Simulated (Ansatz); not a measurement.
# KZnF3 (Pm-3m): least direct gap against volume

The cell of KZnF3 (Pm-3m) is scaled evenly and the response computed anew at each volume, on one mesh. The atoms keep their fractional positions.

Symmetry: Pm-3m, No. 221, cubic system. The conventional cell has a = 4.050 Å, b = 4.050 Å, c = 4.050 Å, α = 90.00°, β = 90.00°, γ = 90.00°. Zn on site b has 6 F at 2.02 Å as nearest neighbours. K on site a has 12 F at 2.86 Å as nearest neighbours. Around F on site c lie 2 Zn at 2.02 Å.

Method: Ansatz 0.2.0, r2SCAN, independent particles, k-mesh 6×6×6 with interpolation inside its cells, Gaussian parameter 0.1 eV.

Launch of the response step: `ansatz run input.yaml --threads 4 --pin off --max-ram 8192MiB --backend cpu --events-out ev --progress --plain --runs-dir out`. The series took 97 s in all, on 4 threads of Intel(R) Xeon(R) Processor @ 2.70GHz, with other jobs on the host.

| V/V₀ | V (Å³, primitive cell) | least direct gap (eV) |
| --- | --- | --- |
| 0.94 | 62.44 | 7.146 |
| 0.96 | 63.77 | ? |
| 0.98 | 65.10 | 6.765 |
| 1.00 | 66.43 | 6.586 |
| 1.02 | 67.76 | 6.414 |
| 1.04 | 69.09 | 6.250 |
| 1.06 | 70.42 | 6.092 |

For small changes the quantity should be close to linear in ln V.

Working, on the rows shown:

| x = ln(V/V₀) | y = least direct gap |
| --- | --- |
| -0.0618754 | 7.146 |
| -0.0202027 | 6.765 |
| 0 | 6.586 |
| 0.0198026 | 6.414 |
| 0.0392207 | 6.25 |
| 0.0582689 | 6.092 |

Means: x̄ = 0.005869, ȳ = 6.5422. Σ(x − x̄)(y − ȳ) = -0.08209, Σ(x − x̄)² = 0.009356. Slope = -0.08209 / 0.009356 = -8.775; intercept = ȳ − slope · x̄ = 6.5937. The line misses the rows shown by at most 0.0096 eV.

Question: Fill in the last column of the withheld row.

Answer: At x = -0.040822 the line gives y = 6.9519 eV. The run gave 6.951 eV, so the interpolation is off by 0.00086 eV, 0.1 % of the range in the table.

Between the rows on either side of x = 0 the slope is (6.414 − 6.765) / (0.019803 − (-0.020203)) = -8.774. That is a volume deformation potential of -8.8 eV: the least direct gap on this mesh widens by 88 meV for each per cent of compression. r2SCAN gaps are as a rule too small.
